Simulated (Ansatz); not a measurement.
# ScB (built on the sites of a database entry of LaIn): from the cell to its phonons

The cell of ScB (built on the sites of a database entry of LaIn) is at rest. What are its phonons? After the zone centre comes a 4×4×4 q mesh on a 12×12×12 k mesh.

Program: Ansatz 0.2.0. Level of theory: DFT LDA, scalar-relativistic, plane waves, PAW. Results are calculated unless marked as measured.

The structure was built from a prototype and need not be the compound's stable phase.

### 1. Set-up

Symmetry: Pm-3m, No. 221, cubic system. Conventional cell: a = 2.903 Å, b = 2.903 Å, c = 2.903 Å, α = 90.00°, β = 90.00°, γ = 90.00°. Nearest to Sc lie 8 B at 2.51 Å. Nearest to B lie 8 Sc at 2.51 Å. Farther neighbours are not listed.

As a file:

```cif
data_structure
_symmetry_space_group_name_H-M 'P 1'
_symmetry_Int_Tables_number 1
_cell_length_a 2.9031
_cell_length_b 2.9031
_cell_length_c 2.9031
_cell_angle_alpha 90.000
_cell_angle_beta 90.000
_cell_angle_gamma 90.000
_cell_volume 24.47
loop_
_atom_site_label
_atom_site_type_symbol
_atom_site_fract_x
_atom_site_fract_y
_atom_site_fract_z
_atom_site_occupancy
Sc1 Sc 0.50000 0.50000 0.50000 1
B2 B 0.00000 0.00000 0.00000 1
```

### 2. Modes at Γ

The cell comes from relaxations at this level that are not shown. The zone centre comes first: it holds the modes that light can see, as far as symmetry allows. No field response is asked, since the mesh shows no gap.

Contents of input.yaml:

```yaml
crystal:
  lattice:
    - [2.903057604, 0.0, 0.0]
    - [0.0, 2.903057604, 0.0]
    - [0.0, 0.0, 2.903057604]
  atoms:
    - { symbol: Sc, position: [0.5, 0.5, 0.5] }
    - { symbol: B, position: [0.0, 0.0, 0.0] }
kpoints:
  mp_grid: { grid: [12, 12, 12] }
hamiltonian:
  xc: lda
scf:
  occupations: { method: methfessel_paxton, width: 0.15 }
output:
  eigenvalues: true
phonons:
  method: dfpt
```

Run with:

```bash
ansatz run input.yaml --threads 8 --pin off --max-ram 14336MiB --backend cpu --events-out ev --progress --plain --runs-dir out
```

Numbers of over 12 decimals in the logs are rounded to 6 here.

The log of the run:

```text
Engine: ansatz 0.2.0, x86_64-unknown-linux-gnu
Pseudopotentials: kind: paw
Pseudopotential: Sc, paw, valence charge 11, recommended cutoff 420 eV (normal), Sc.paw.azcp
Pseudopotential: B, paw, valence charge 3, recommended cutoff 420 eV (normal), B.paw.azcp
Functional definition: SPW92
  exchange = slater_x
  correlation = pw_c
Crystal: 2 atoms, lattice volume = 24.466 Å³
Basis set: ecut = 420 eV, 461 PW (Γ), exchange–correlation on 40×40×40 points (8 copies of the dense FFT grid, shifted against one another)
Bands: 11, of which v1, the nominal top of the filled ones, is band 7 counted from 1 (6 counted from 0)
Symmetry: 48 space group operations
k-points: 196 of 1728 (irreducible under 8 space group operations, time reversal used)
Non-local potential: Sc, projectors of the file, l = 0: 3, l = 1: 2, l = 2: 3, l = 3: 1
Non-local potential: B, projectors of the file, l = 0: 2, l = 1: 2, l = 2: 1
PAW form: soft (Blöchl's): semilocal exchange-correlation on the pseudo side does not see the compensation charge
PAW frozen core: Sc, regenerated for the run's functional, and the local potential with it (the file was generated under x = pbe(κ = 0.804, μ = 0.219515), c = pbe(β = 0.066725))
PAW frozen core: B, regenerated for the run's functional, and the local potential with it (the file was generated under x = pbe(κ = 0.804, μ = 0.219515), c = pbe(β = 0.066725))
PAW one-centre angular grid: Sc, 590 points (default); XC on 64 Gauss nodes
PAW one-centre angular grid: B, 110 points (default); XC on 64 Gauss nodes
Initial density: superposition of atomic densities (neutral atoms: chi_scale 0, normalization atom), corrected by the library's trained network
Initial wavefunctions: pseudopotential atomic-orbital guess
Functional: x = slater, c = lda
SCF iter   1: F=—  HF=-2238.890425 eV  |F-HF|=—  |Δ(HF+E_count)|=         —  Δρ=1.38e-2  dr2=8.26e-2  ethr=1.77e-3  ⟨swp⟩=3.9  Hψ=10725  notcnv=0
preconditioner: auto → none  [metal: Δε(μ)=0.045 eV  Ē_g=6.350 eV  σ=0.150 eV  W_gap=0.25  n_scr=6 (ndim 8)  ℏωp=18.4 eV  f_vac=0.000  D(μ)=0.41/eV (n_scr^D=0)  sad-step TF]
SCF iter   2: F=—  HF=-2238.879672 eV  |F-HF|=—  |Δ(HF+E_count)|=   1.08e-2  S|Δr|=    0.00e0  Δρ=9.17e-3  dr2=3.73e-2  ethr=5.90e-4  ⟨swp⟩=1.0  Hψ=3729  notcnv=0
SCF iter   3: F=—  HF=-2238.870632 eV  |F-HF|=—  |Δ(HF+E_count)|=   9.04e-3  S|Δr|=    0.00e0  Δρ=6.23e-4  dr2=3.24e-5  ethr=2.67e-4  ⟨swp⟩=2.0  Hψ=2828  notcnv=0
SCF iter   4: F=—  HF=-2238.870619 eV  |F-HF|=—  |Δ(HF+E_count)|=   1.34e-5  S|Δr|=    0.00e0  Δρ=1.21e-4  dr2=2.30e-6  ethr=2.32e-7  ⟨swp⟩=2.5  Hψ=3521  notcnv=0
SCF iter   5: F=—  HF=-2238.870616 eV  |F-HF|=—  |Δ(HF+E_count)|=   2.22e-6  S|Δr|=    0.00e0  Δρ=1.99e-5  dr2=1.25e-7  ethr=1.65e-8  ⟨swp⟩=2.0  Hψ=3512  notcnv=0
SCF iter   6: F=—  HF=-2238.870615 eV  |F-HF|=—  |Δ(HF+E_count)|=   1.14e-6  S|Δr|=    0.00e0  Δρ=2.00e-6  dr2=2.44e-10  ethr=8.94e-10  ⟨swp⟩=2.0  Hψ=2636  notcnv=0
SCF iter   7: F=-2238.870615 eV  HF=-2238.870615 eV  |F-HF|=4.09e-12  |Δ(HF+E_count)|=  1.25e-10  S|Δr|=    0.00e0  Δρ=1.05e-7  dr2=4.12e-12  ethr=1.00e-12  ⟨swp⟩=5.2  Hψ=7647  notcnv=0
SCF 1 converged in 7 iterations: F = -2238.870615 eV  dr2 = 4.12e-12
  greatest PAW one-centre occupation: 0.998 electrons in one spin orbital (limit 2), on the Sc atom at site 0 (counted from 0), in its partial waves of l = 0
DFPT response loops at Γ: preconditioner auto → Kerker (q_TF=auto, 2.486 Å⁻¹) (partly filled bands, converged f_vac=0.000); β = 1.00, the filter's whole step (`scf.mixing.beta` (0.50) is not read by the response loops under this deck's `scf.mixing.preconditioner`; to damp them name `kerker` or `kerker_dos`, under which they read `scf.mixing.beta`, and type it under 1.00, their step now; both keys bind the ground state too); Broyden in place of MSR1
SCF converged after 7 iterations
Stability not checked: this state was not tested for a lower state beside it, because cold or Methfessel-Paxton smearing, or corrected tetrahedra, fill the levels in a way that the test cannot read (fill_not_monotonic; see scf.lower_state_search)
Free energy (F): -2238.870615 eV
Harris-Foulkes:  -2238.870615 eV  (|F-HF|=4.09e-12)
Internal energy: -2238.870781 eV  (E = F + TS)
E sigma→0 (E₀):  -2238.870657 eV
Entropy (-TS):   0.000166 eV (0.083 meV/atom)
Fermi energy:    12.498582 eV
--- Per-component energies (eV) ---
  E_band       = -107.493689
  E_kinetic    = 309.952586
  E_local      = -739.132564  (includes V_loc(G=0)·N_el)
  E_nonlocal   = 99.407282
  E_hartree    = 255.417064
  E_xc         = -136.133188
  E_vxc        = -167.998250  (∫ρ·V_xc dr)
  E_paw        = -982.692284  (= ΣΔE_a)
  E_vpaw       = -120.556824  (= ΣTr[D̂ρ^β])
  E_aug_tail   = 0.000004  (compensation charges beyond the density's cutoff)
  E_ewald      = -1046.040439
  E_core_change = 0.350757  (= ΣΔE_core)
  E_smearing   = 0.000166  (= −TS)
  E_closure    = -0.000000  (closes the sum)
  Σ components = -2238.870615   (vs F -2238.870615, Δ=0.00e0)
--- Band table (eV; the first three rows and the last of 196) ---
  k-point 0: bands = [... 3 lower, -14.4816, 2.7120, 11.8995, 11.8995, 15.4041, 15.4041, 15.4041, 16.8553]
  k-point 1: bands = [... 3 lower, -14.4767, 2.8428, 11.7696, 11.9555, 15.0260, 15.0260, 15.3714, 16.8720]
  k-point 2: bands = [... 3 lower, -14.4634, 3.2230, 11.2726, 12.1140, 14.3770, 14.3770, 15.5055, 16.9180]
  k-point 195: bands = [... 3 lower, -14.9668, 8.5687, 8.5687, 8.5687, 10.3918, 18.2716, 18.2716, 20.1139]
--- Phonons (Γ-DFPT): 2 representative perturbations + reference, on 196 of 1728 k-points (Σ response iterations 6) ---
  k mesh reduced under 8 symmetry operations, with k and −k counted as one. Each operation leaves every solved perturbation unchanged. A smaller set is not used because it would not reduce the number of displacements times k-points to solve
  ASR residual: 6.931e-5 → 0.000e0 eV/Å²; symmetrization residual: 2.625e-7 eV/Å²
  ASR residual per site (eV/Å²): 6.93e-5 2.02e-5
  Γ frequencies (cm⁻¹): 0.00 0.00 0.00 359.78 359.78 359.78
  non-analytic LO–TO correction: not included (Born effective charges unavailable; polar crystals: no LO–TO splitting at Γ)
```

Run time: 2.2 s. Hardware: 8 threads of Intel Xeon Platinum 8488C (Sapphire Rapids), shared host; peak memory 0.55 GiB.

Numbers from this step:

```yaml
volume_per_atom: 12.23 Å³
gap_on_the_k_mesh: 0 eV
sum_rule_residual_before_enforcement: 6.93e-5 eV/Å²
point_group: m-3m
highest_optical_mode_at_the_zone_centre_no_lo_to_term: 359.8 cm⁻¹
lowest_optical_zone_centre_mode: 359.8 cm⁻¹
```

Patterns of degenerate modes are one choice out of their space. Modes at Γ, with each element's share of the kinetic energy:

```csv
mode,frequency (cm⁻¹),symmetry,Sc %,B %
1,0.0,acoustic,81,19
2,0.0,acoustic,81,19
3,0.0,acoustic,81,19
4,359.8,T1u,19,81
5,359.8,T1u,19,81
6,359.8,T1u,19,81
```

Displacements in mode 6 (359.8 cm⁻¹), the largest set to 1:
```
Sc1  0.00  0.00 -0.24
B2   0.00  0.00  1.00
```

Before it was imposed, the acoustic sum rule was missed by 6.9e-5 eV/Å². Small misses are needed for a sound result but don't prove that mesh and cutoff are converged. The lowest optical mode is real, 360 cm⁻¹.

### 3. Phonons on a q mesh

Stability and thermal properties need the whole zone. Linear response on a 4×4×4 q mesh gives force constants as far as a supercell of that size would.

input.yaml: that of step 2 with these lines changed.

```diff
@@ -18 +18,8 @@
   method: dfpt
+  qmesh: [4, 4, 4]
+  temperatures: { t_max: 1000, t_step: 50 }
+  qpath:
+    path:
+      - [[0.0, 0.0, 0.0], [0.0, 0.5, 0.0], [0.5, 0.5, 0.0], [0.0, 0.0, 0.0], [0.5, 0.5, 0.5], [0.0, 0.5, 0.0]]
+      - [[0.5, 0.5, 0.5], [0.5, 0.5, 0.0]]
+    npoints: 10
```

The log of the run:

```text
[...]
Crystal: 2 atoms, lattice volume = 24.466 Å³
Basis set: ecut = 420 eV, 461 PW (Γ), exchange–correlation on 40×40×40 points (8 copies of the dense FFT grid, shifted against one another)
Bands: 11, of which v1, the nominal top of the filled ones, is band 7 counted from 1 (6 counted from 0)
Symmetry: 48 space group operations
k-points: 84 of 1728
[...]
SCF iter   1: F=—  HF=-2238.890431 eV  |F-HF|=—  |Δ(HF+E_count)|=         —  Δρ=1.38e-2  dr2=8.27e-2  ethr=1.77e-3  ⟨swp⟩=3.9  Hψ=4573  notcnv=0
[...]
SCF iter   7: F=-2238.870615 eV  HF=-2238.870615 eV  |F-HF|=3.18e-12  |Δ(HF+E_count)|=  1.39e-10  S|Δr|=    0.00e0  Δρ=9.47e-8  dr2=3.12e-12  ethr=1.00e-12  ⟨swp⟩=5.2  Hψ=3270  notcnv=0
SCF 1 converged in 7 iterations: F = -2238.870615 eV  dr2 = 3.12e-12
[...]
iter 1 solved again at ethr=1.38e-8 eV; its pass at ethr=3.10e-3 eV (dr2=1.93e-6 eV) is discarded
SCF iter   1: F=—  HF=-2238.870615 eV  |F-HF|=—  |Δ(HF+E_count)|=         —  Δρ=3.65e-7  dr2=1.57e-11  ethr=1.38e-8  ⟨swp⟩=3.0  Hψ=7024  notcnv=0
eigensolver tolerance schedule: the retry pair's looser diagonalisation over-reported the residual by 122645.26 of it (diagonalisation noise at 1.20 of the residual, at the tolerance the schedule requests for it); recorded, not acted on — ethr = c·dr2/N_el stays at c = 1.0e-1
[...]
SCF iter   2: F=-2238.870615 eV  HF=-2238.870615 eV  |F-HF|=4.55e-12  |Δ(HF+E_count)|=   1.57e-9  S|Δr|=    0.00e0  Δρ=2.10e-7  dr2=3.99e-12  ethr=1.00e-12  ⟨swp⟩=1.4  Hψ=2851  notcnv=0
SCF 2 converged in 2 iterations: F = -2238.870615 eV  dr2 = 3.99e-12
phonons: the bands overlap, so this run is a metal and interpolates without the dipole-dipole term. If the crystal is really an insulator or semiconductor, its LO-TO splitting is missing
NSCF: frozen V_eff on 84 k-points
[...]
DFPT response loops at q = (0, 0, 0) (fractional): preconditioner auto → Kerker (q_TF=auto, 2.486 Å⁻¹) (partly filled bands, converged f_vac=0.000); β = 1.00, the filter's whole step (`scf.mixing.beta` (0.50) is not read by the response loops under this deck's `scf.mixing.preconditioner`; to damp them name `kerker` or `kerker_dos`, under which they read `scf.mixing.beta`, and type it under 1.00, their step now; both keys bind the ground state too); Broyden in place of MSR1
[...]
SCF converged after 7 iterations
[...]
Free energy (F): -2238.870615 eV
[...]
Internal energy: -2238.870781 eV  (E = F + TS)
E sigma→0 (E₀):  -2238.870657 eV
Entropy (-TS):   0.000166 eV (0.083 meV/atom)
Fermi energy:    12.498582 eV
[...]
--- Band table (eV; the first three rows and the last of 84) ---
  k-point 0: bands = [... 3 lower, -14.4816, 2.7120, 11.8995, 11.8995, 15.4041, 15.4041, 15.4041, 16.8553]
  k-point 1: bands = [... 3 lower, -14.4767, 2.8428, 11.7696, 11.9555, 15.0260, 15.0260, 15.3714, 16.8720]
  k-point 2: bands = [... 3 lower, -14.4634, 3.2230, 11.2726, 12.1140, 14.3770, 14.3770, 15.5055, 16.9180]
  k-point 83: bands = [... 3 lower, -14.9668, 8.5687, 8.5687, 8.5687, 10.3918, 18.2716, 18.2716, 20.1139]
--- Phonons (Γ-DFPT): 2 representative perturbations + reference (Σ response iterations 6) ---
  ASR residual: 7.503e-5 → 0.000e0 eV/Å²; symmetrization residual: 4.710e-8 eV/Å²
  ASR residual per site (eV/Å²): 7.50e-5 9.64e-6
  Γ frequencies (cm⁻¹): 0.00 0.00 0.00 359.78 359.78 359.78
--- Phonons (arbitrary-q DFPT): 10 irreducible q on the 4×4×4 mesh ---
  q = [0.0000, 0.0000, 0.0000] (star 1, of the zone-centre solve; hermiticity 2.27e-8, symmetrization 7.52e-13): -0.00 0.00 0.00 359.78 359.78 359.78
  q = [0.0000, 0.0000, 0.2500] (star 6, 4 solved perturbations in 1848 linear systems a pass and spin channel, the states on 588 of 1728 k-point pairs; hermiticity 5.73e-8, symmetrization 2.32e-13): 130.59 130.59 205.95 353.49 353.49 432.63
[...]
q = [0.0000, 0.2500, -0.5000] (star 12, 6 solved perturbations on 588 of 1728 k-point pairs; hermiticity 4.51e-8, symmetrization 8.84e-10): 134.60 162.31 224.20 368.64 469.66 496.18
[...]
sum rule: each row above includes the acoustic sum rule's correction from the zone centre's row sums; it moved no ω² by more than (0.67 cm⁻¹)²
  mesh force constants: q→R imaginary residual 3.63e-18; ASR residual 7.503e-5 → 0.000e0 eV/Å²; symmetrization residual 7.105e-15 eV/Å²
  interpolated dispersion: 62 rows × 6 modes
  density of states and harmonic sums: on the 24×24×24 q-mesh, interpolated from the force constants of a 4×4×4 supercell (no non-analytic term)
  largest difference from the sums on the solved wave vectors: F 9.17e-3 eV, S 1.32e-5 and C_V 4.02e-6 eV/K
  zero-point energy: 0.114674 eV/cell   skipped modes (ω ≤ 0): 3   left out of the sums: 3.62e-5 of the cell's modes: C_V's classical limit lies that fraction below 3 k_B per atom; for a crystal, a wire or a layer, F and S can be off by more, and a phonons.interpolated_qmesh denser along its periods is the remedy for the sampling
```

It took 42 s on 8 threads; peak memory 1.1 GiB; 4.8 min of CPU time.

Numbers from this step:

| Item | Value |
| --- | --- |
| sum-rule residual before enforcement | 7.50e-5 eV/Å² |
| lowest frequency on the path | 0 cm⁻¹ |
| highest frequency on the path or at a solved wavevector | 532.9 cm⁻¹ |
| mean frequency | 308.3 cm⁻¹ |
| Debye temperature (second moment) | 631 K |
| logarithmic mean frequency | 269.6 cm⁻¹ |
| lowest mode on the q mesh (acoustic modes at Γ apart) | 82.93 cm⁻¹ |
| zero-point energy per atom | 57.34 meV |
| heat capacity at 300 K | 20.40 J/(mol atoms K) |
| vibrational entropy at 300 K | 21.03 J/(mol atoms K) |

Frequencies (cm⁻¹) solved at each irreducible wavevector; negative means imaginary. Frequencies by wavevector, by row:

```csv
q in reciprocal lattice units,star,mode 1,mode 2,mode 3,mode 4,mode 5,mode 6
0 0 0,1,0,0,0,359.8,359.8,359.8
0 0 0.25,6,130.6,130.6,205.9,353.5,353.5,432.6
0 0 -0.5,3,177.9,177.9,349.1,351.7,351.7,457.5
0 0.25 0.25,12,82.9,139,261.2,359.8,433.1,450.9
0 0.25 -0.5,12,134.6,162.3,224.2,368.6,469.7,496.2
0 -0.5 -0.5,3,89.7,115.2,115.2,391.8,532.9,532.9
0.25 0.25 0.25,8,168.8,168.8,204.4,420.4,420.4,487.9
0.25 0.25 -0.5,12,93,243,251.8,358,496.4,508.9
0.25 -0.5 -0.5,6,218.9,218.9,239.6,425.4,511.4,511.4
-0.5 -0.5 -0.5,1,312.6,312.6,312.6,490.6,490.6,490.6
```

Interpolated from a 4×4×4 q mesh. Phonon branches along the path, in cm⁻¹:

```csv
point,branch 1,branch 2,branch 3,branch 4,branch 5,branch 6
Γ,0,0,0,360,360,360
halfway,131,131,206,354,354,433
X,178,178,349,352,352,458
halfway,135,162,224,369,470,496
M,90,115,115,392,533,533
halfway,83,139,261,360,433,451
Γ,0,0,0,360,360,360
halfway,169,169,204,420,420,488
R,313,313,313,491,491,491
halfway,93,243,252,358,496,509
X,178,178,349,352,352,458
jump to R,313,313,313,491,491,491
halfway,219,219,240,425,511,511
M,90,115,115,392,533,533
```

The phonon branches as a text plot (rows in cm⁻¹):

```
    522 |            *****               ****     **         ****
    500 |           **    *                  *********    ***
    477 |         **       **           *    *  *     **  *
    455 |    ***** *       ***         *   **    *    * ** *
    433 |   *     *          **          **            *    **
    411 |                     *      ****         *           *
    389 |  *         *****     *    ***            *    *      **
    366 |***     ****     ***********               *
    344 |   ******                                   *****
    322 |        *                            **        *
    300 |                                    *  ***    *  *
    278 |     *   *                         *    * *  *    *
    255 |    *     *       ***             **    *****      *
    233 |                 *   *                     **       *
    211 |   *                        *******      *   *      *
    189 |       **  *    *     *         **            ***
    167 |     ** *** *              *   *               *     *
    144 |    *     **** *  ***  *      *           *   *       *
    122 |  **       * *** *   **                                *
    100 |            ********        **             * *         *
     78 | **                 *  ** **                *
     56 | *                   **
     33 |*                      ** *
     11 |                        **
         Γ      X      M          Γ            R        X|R     M
```

Tetrahedra on a 24×24×24 mesh, mean over bins of 5 cm-1. Interpolated from a 4×4×4 q mesh. The phonon density of states by wavenumber; read off at these points:

```csv
wavenumber (cm⁻¹),phonon density of states (1/cm⁻¹/cell)
2,0
18,1.2e-4
32,5.5e-4
48,9.6e-4
58,0.00147
72,0.00227
88,0.00655
102,0.0170
108,0.0230
118,0.0168
132,0.0154
148,0.0173
162,0.0155
172,0.0152
188,0.0117
202,0.0101
218,0.0116
232,0.0150
242,0.0233
248,0.0211
262,0.0115
272,0.00688
288,0.00441
302,0.00257
318,5.0e-4
332,1.4e-4
348,0.00758
358,0.0337
362,0.0288
372,0.0209
388,0.0153
402,0.0097
418,0.00875
432,0.00926
448,0.0110
462,0.0176
478,0.0183
488,0.0198
498,0.0225
502,0.0201
518,0.0281
532,9.8e-4
```

The partial phonon density of states has structure finer than the step of the table below, so its rows give means over 20 cm⁻¹, whole bins alone (the curve runs from -10 to 558 cm⁻¹). Peaks (cm⁻¹: height): B 107.8: 0.00427, 357.8: 0.0278, 514.9: 0.0180; Sc 107.8: 0.0169, 143.5: 0.0174, 165.0: 0.0146, 247.1: 0.0182, 514.9: 0.00574.

Phonopy on the run's constants, 19x19x19 mesh, Gaussian sigma 4.1 cm-1. Interpolated from a 4×4×4 q mesh. Table of partial phonon density of states by wavenumber; means over each step; values in 1/cm⁻¹/cell:

```csv
wavenumber (cm⁻¹),B,Sc
0,8.4e-6,2.9e-5
20,3.6e-5,1.3e-4
40,2.0e-4,6.9e-4
60,3.8e-4,0.00115
80,0.00107,0.00366
100,0.00296,0.0123
120,0.00321,0.0136
140,0.00258,0.0147
160,0.00230,0.0132
180,0.00190,0.0115
200,0.00175,0.00910
220,0.00199,0.0103
240,0.00288,0.0151
260,0.00207,0.0117
280,9.5e-4,0.00476
300,4.6e-4,0.00254
320,1.9e-4,5.0e-4
340,0.00409,2.0e-4
360,0.0237,0.00194
380,0.0160,0.00163
400,0.00932,0.00148
420,0.00738,0.00160
440,0.00790,0.00207
460,0.0122,0.00306
480,0.0148,0.00390
500,0.0162,0.00470
520,0.0128,0.00419
540,5.7e-4,2.4e-4
```

Second derivatives of the energy by pair, one row for each kind of neighbour of each atom listed. Each entry sums the pair over the periodic images of the supercell that the q mesh stands for, and in a polar crystal it holds the long-range dipole part too. Force constants by pair, by row:

```csv
atom,neighbour,distance (Å),third of the trace (eV/Å²),along the pair's line (eV/Å²)
Sc1,itself,0,10.88,–
Sc1,B,2.514,-0.627,-3.101
Sc1,Sc,2.903,-0.8412,-3.452
Sc1,Sc,4.106,-0.0401,0.1225
Sc1,B,4.814,0.0327,0.1593
Sc1,Sc,5.028,-0.1139,-0.1766
Sc1,Sc,5.806,-0.0813,-0.0595
Sc1,B,6.327,0.0012,0.0115
Sc1,Sc,6.491,-0.0155,0.0093
B2,itself,0,6.549,–
B2,Sc,2.514,-0.627,-3.101
B2,B,2.903,-0.3599,-0.8155
B2,B,4.106,8.00e-4,-0.3352
B2,Sc,4.814,0.0327,0.1593
B2,B,5.028,-0.0314,0.0387
B2,B,5.806,0.0379,0.0556
B2,Sc,6.327,0.0012,0.0115
B2,B,6.491,-0.0255,-0.0314
```

Harmonic thermodynamic functions per atom, from the density of states. Interpolated from a 4×4×4 q mesh. Thermodynamic functions, by row:

```csv
T (K),F_vib (meV/atom),S (J/mol-atom/K),C_V (J/mol-atom/K)
0,57.34,0,0
50,57.2,1.08,2.835
100,55.73,4.805,8.481
200,46.23,13.48,16.61
300,28.21,21.03,20.4
400,3.13,27.17,22.17
500,-27.74,32.23,23.1
600,-63.41,36.49,23.63
700,-103.2,40.16,23.97
800,-146.5,43.38,24.19
900,-193,46.24,24.34
1000,-242.3,48.81,24.46
```

Harmonic mean-square displacement, third of the trace. Interpolated from a 4×4×4 q mesh. Mean square displacements, by row:

```csv
T (K),Sc1 U_eq (Å²),B2 U_eq (Å²)
0,0.00214,0.00482
100,0.00304,0.00576
300,0.00711,0.01061
600,0.01378,0.01947
```

Symmetry leaves 10 wavevectors to solve. The lowest mode among them, the acoustic zeros apart, lies at q = (0, 0.25, 0.25) and is real, 82.9 cm⁻¹.

(Continued in part 2 of 2.)

[Logs are printed without paths, hosts, clocks, repeated set-up lines and the standing remarks that a program may print on its own settings, such as how far it seeks lower states.]

[Hosts, paths, dates, database ids (printed as entryN), source tags and the programs' standing remarks are cut or masked in the printed files.]
